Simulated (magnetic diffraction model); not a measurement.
## Ho₃CI₅ below its ordering temperature

Space group P-1 (no. 2), a = 8.1290 Å, b = 9.6790 Å, c = 9.8650 Å, α = 108.33°, β = 105.22°, γ = 96.30°.

```
site  atom       x       y       z
  2i    Ho  0.6035  0.7919  0.8393
  2i    Ho  0.0251  0.9143  0.7064
  2i    Ho  0.8847  0.2376  0.9542
  2i     I  0.6437  0.7234  0.5258
  2i     I  0.9113  0.1777  0.6260
  2i     I  0.8273  0.3614  0.2703
  2i     I  0.4594  0.0847  0.8172
  2i     I  0.7436  0.5335  0.9163
  2i     C  0.9014  0.9562  0.9695
```

The compound is invented for this exercise: a known structure type with other elements, its cell scaled to their sizes and not relaxed.

Only Ho is taken to order (form factors of Ho3+); orders and moment sizes are assumed, and not adapted to the symmetry. Radiation: neutrons of λ = 2.36 Å, 3° to 30°; isotropic B of 0.15 Å² (Ho), 0.15 Å² (I) and 0.33 Å² (C). The intensities are simulated: I ∝ L Σ (|F_N|² + |F_M⊥|²) for unpolarised neutrons, with F_M = 2.695 fm/μB × Σ f(s) S exp(2πi Q·r) exp(−B s²) at Q = H ± k (one set where k and −k are equivalent), only the part normal to Q counting and L = 1/(sin²θ cos θ). For a modulated order the moment at position r is S exp(−2πi k·r) + c.c., with S = m/2 for a sine wave of amplitude m and S = m(u + iv)/2 for moments turning in a plane, u and v being orthogonal unit vectors in it; the phase factor of the sum at Q = H + k is then exp(2πi H·r). Form factors are spin-only for 3d ions and dipole or tabulated for f ions, scattering lengths are Sears's of 1992, and absorption is left out. A label names one of the reflections at its angle. The strongest nuclear line in the range is 100, and lines under 0.2 are left out.

Above the ordering temperature:

```csv
2θ (°),index,I
15.10,(0 1 0),100.0
15.26,(0 0 1),98.4
17.21,(0 1 -1),55.4
17.70,(1 0 0),51.9
19.42,(1 0 -1),19.7
20.75,(1 -1 0),15.1
25.14,(0 1 1),5.1
25.69,(1 1 0),12.5
25.96,(1 -1 1),5.5
26.91,(1 0 1),0.5
28.76,(0 2 -1),1.1
29.02,(0 1 -2),0.3
```

Below it (cell unchanged):

| 2θ (°) | I |
| --- | --- |
| 12.70 | 6.9 |
| 14.38 | 327.0 |
| 15.10 | 100.0 |
| 15.26 | 98.4 |
| 15.88 | 48.3 |
| 16.19 | 258.6 |
| 17.07 | 49.6 |
| 17.21 | 55.4 |
| 17.70 | 51.9 |
| 17.82 | 3.5 |
| 18.27 | 13.7 |
| 18.67 | 41.5 |
| 18.80 | 19.3 |
| 19.42 | 19.7 |
| 20.75 | 15.1 |
| 20.82 | 7.0 |
| 20.89 | 20.5 |
| 20.93 | 20.4 |
| 23.04 | 69.6 |
| 23.23 | 31.0 |
| 24.17 | 21.0 |
| 24.32 | 24.6 |
| 24.49 | 4.2 |
| 24.68 | 20.9 |
| 24.94 | 27.2 |
| 25.14 | 5.1 |
| 25.69 | 12.5 |
| 25.96 | 5.5 |
| 26.77 | 2.2 |
| 26.91 | 17.6 |
| 26.91 | 0.5 |
| 27.33 | 42.5 |
| 27.38 | 16.2 |
| 27.59 | 2.7 |
| 28.17 | 3.0 |
| 28.20 | 2.4 |
(The table stops after 36 lines; 7 more lie at higher angle.)

**Question.** Find the propagation vector, then choose among these models:
A. moments turning in the plane of [100] and [010], 8.2 μB on Ho; signs + at (0.6035, 0.7919, 0.8393), − at (0.3965, 0.2081, 0.1607), + at (0.0251, 0.9143, 0.7064), + at (0.9749, 0.0857, 0.2936), − at (0.8847, 0.2376, 0.9542), + at (0.1153, 0.7624, 0.0458)
B. a sine wave with moments along [001] (amplitudes given), 8.2 μB on Ho; signs + at (0.6035, 0.7919, 0.8393), − at (0.3965, 0.2081, 0.1607), + at (0.0251, 0.9143, 0.7064), + at (0.9749, 0.0857, 0.2936), − at (0.8847, 0.2376, 0.9542), + at (0.1153, 0.7624, 0.0458)
C. a sine wave with moments along [010] (amplitudes given), 8.2 μB on Ho; signs + at (0.6035, 0.7919, 0.8393), − at (0.3965, 0.2081, 0.1607), + at (0.0251, 0.9143, 0.7064), + at (0.9749, 0.0857, 0.2936), − at (0.8847, 0.2376, 0.9542), + at (0.1153, 0.7624, 0.0458)
D. moments turning in the plane of [010] and [001], 8.2 μB on Ho; signs + at (0.6035, 0.7919, 0.8393), − at (0.3965, 0.2081, 0.1607), + at (0.0251, 0.9143, 0.7064), + at (0.9749, 0.0857, 0.2936), − at (0.8847, 0.2376, 0.9542), + at (0.1153, 0.7624, 0.0458)

The new lines index as (0 0 5/6) at 12.70°, (0 1 -1/6) at 14.38°, (0 1 -5/6) at 15.88° and (0 1 1/6) at 16.19°, that is as H ± k with k = (0 0 1/6). Satellites come in pairs about each point of the reciprocal lattice. Below the range, at 2.54°, lies the magnetic line (0 0 1/6) with 447.

Magnetic intensity, observed (below minus above) and for each model:

| 2θ (°) | index | observed | A | B | C | D |
| --- | --- | --- | --- | --- | --- | --- |
| 12.70 | (0 0 5/6) | 6.9 | 73.2 | 6.9 | 36.6 | 40.2 |
| 14.38 | (0 1 -1/6) | 327.0 | 348.8 | 327.0 | 17.1 | 344.6 |
| 15.88 | (0 1 -5/6) | 48.3 | 122.1 | 48.3 | 22.3 | 101.0 |
| 16.19 | (0 1 1/6) | 258.6 | 327.6 | 258.6 | 66.1 | 279.8 |
| 18.80 | (0 1 -7/6) | 19.3 | 102.7 | 19.3 | 31.7 | 72.7 |
| 23.04 | (0 1 5/6) | 69.6 | 150.4 | 69.6 | 58.2 | 101.7 |
| 27.33 | (0 1 7/6) | 42.5 | 112.9 | 42.5 | 47.9 | 72.0 |
| 28.88 | (1 1 -11/6) | 19.1 | 113.7 | 19.1 | 64.0 | 99.0 |

Model B matches.

The structure used: k = (0 0 1/6), a sine wave with moments along [001] (amplitudes given), 8.2 μB on Ho; signs + at (0.6035, 0.7919, 0.8393), − at (0.3965, 0.2081, 0.1607), + at (0.0251, 0.9143, 0.7064), + at (0.9749, 0.0857, 0.2936), − at (0.8847, 0.2376, 0.9542), + at (0.1153, 0.7624, 0.0458).

[Logs are printed without paths, hosts, clocks, repeated set-up lines and the standing remarks that a program may print on its own settings, such as how far it seeks lower states.]
